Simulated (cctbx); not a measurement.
## Reading a Patterson map

Space group Pnnm (no. 58), a = 8.5830 Å, b = 12.2990 Å, c = 6.1680 Å, α = 90.00°, β = 90.00°, γ = 90.00°, content Ge2 Fe22 O32.

Simulated single-crystal data (cctbx): synchrotron X-rays, λ = 0.7749 Å, to d = 0.75 Å, 50 % of the full sphere, strongest reflection 20000 counts, noise from counting, a 6 % proportional error and a noise floor of 2 counts (s.d.); no absorption.

Patterson synthesis, origin scaled to 1000:

```text
Patterson group P m m m
      u       v       w   height  length (A)
  0.000   0.000   0.000   1000.0     0.00
  0.500   0.249   0.500    925.1     6.11
  0.000   0.500   0.000    901.2     6.15
  0.251   0.000   0.500    358.5     3.76
  0.249   0.250   0.000    354.2     3.74
  0.251   0.500   0.500    352.8     7.21
  0.500   0.500   0.500    346.2     8.11
  0.375   0.125   0.000    338.6     3.57
  0.126   0.374   0.500    337.7     5.65
  0.375   0.375   0.000    337.5     5.62
  0.126   0.125   0.500    336.0     3.61
  0.376   0.000   0.247    324.1     3.57
  0.124   0.250   0.253    322.9     3.61
  0.376   0.500   0.247    321.0     7.11
```

**Question.** Which atom pairs make the peaks, and where is the heaviest atom?

A peak at u stands for all pairs with xi − xj = u, with weight Σ ZiZj against Σ Z² = 18968 at the origin. Peak heights follow these weights only roughly, since form factors, motion and series ripples differ, all vectors within 0.55 Å of a peak are counted as merged into it though the farther ones add only part of their weight, and F(000) is left out, which lowers the whole map:

| u | v | w | shortest length (Å) | height | 1000 ΣZiZj/ΣZ² | pairs in the cell |
| --- | --- | --- | --- | --- | --- | --- |
| 0.500 | 0.249 | 0.500 | 6.11 | 925 | 996 | 20 × Fe–Fe, 4 × Ge–Fe, 32 × O–O |
| 0.000 | 0.500 | 0.000 | 6.15 | 901 | 996 | 20 × Fe–Fe, 4 × Ge–Fe, 32 × O–O |
| 0.251 | 0.000 | 0.500 | 3.76 | 358 | 504 | 28 × Fe–O, 4 × Fe–Fe, 4 × Ge–O |
| 0.249 | 0.250 | 0.000 | 3.74 | 354 | 504 | 28 × Fe–O, 4 × Fe–Fe, 4 × Ge–O |
| 0.251 | 0.500 | 0.500 | 7.21 | 353 | 504 | 28 × Fe–O, 4 × Fe–Fe, 4 × Ge–O |
| 0.500 | 0.500 | 0.500 | 8.11 | 346 | 430 | 6 × Fe–Fe, 2 × Ge–Ge, 32 × O–O |
| 0.375 | 0.125 | 0.000 | 3.57 | 339 | 389 | 6 × Fe–Fe, 2 × Ge–Fe, 8 × Fe–O |
| 0.126 | 0.374 | 0.500 | 5.64 | 338 | 389 | 6 × Fe–Fe, 2 × Ge–Fe, 8 × Fe–O |
| 0.375 | 0.375 | 0.000 | 5.62 | 338 | 389 | 6 × Fe–Fe, 2 × Ge–Fe, 8 × Fe–O |
| 0.126 | 0.125 | 0.500 | 3.61 | 336 | 389 | 6 × Fe–Fe, 2 × Ge–Fe, 8 × Fe–O |

The table stops at ten peaks or at a height of 45, below which ripples compete. In the model behind the data Ge, the heaviest element, has 1 independent site: (0, 1/2, 0), up to an allowed shift of origin; the Ge–Ge vectors are differences of these positions and their symmetry mates. The whole model:

```csv
atom,mult.,x,y,z,Ueq (Å²)
Ge1,2,0,1/2,0,0.0203
Fe1,4,0.1248,0.1272,1/2,0.0241
Fe2,4,0.1273,0.6259,1/2,0.0215
Fe3,4,0.0006,0.2425,0,0.0332
Fe4,2,0,0,0,0.0248
Fe5,8,0.7573,0.6247,0.2659,0.0209
O1,4,0.2444,0.2522,0,0.0361
O2,4,0.2437,0.9942,0,0.0285
O3,4,0.2403,0.7519,0,0.0359
O4,4,0.2362,0.4974,0,0.0337
O5,8,0.9956,0.3793,0.7675,0.0427
O6,8,0.9962,0.8749,0.2469,0.0349
```

This is a model crystal, built by substitution and not relaxed, with assumed displacement parameters.

[Logs are printed without paths, hosts, clocks, repeated set-up lines and the standing remarks that a program may print on its own settings, such as how far it seeks lower states.]
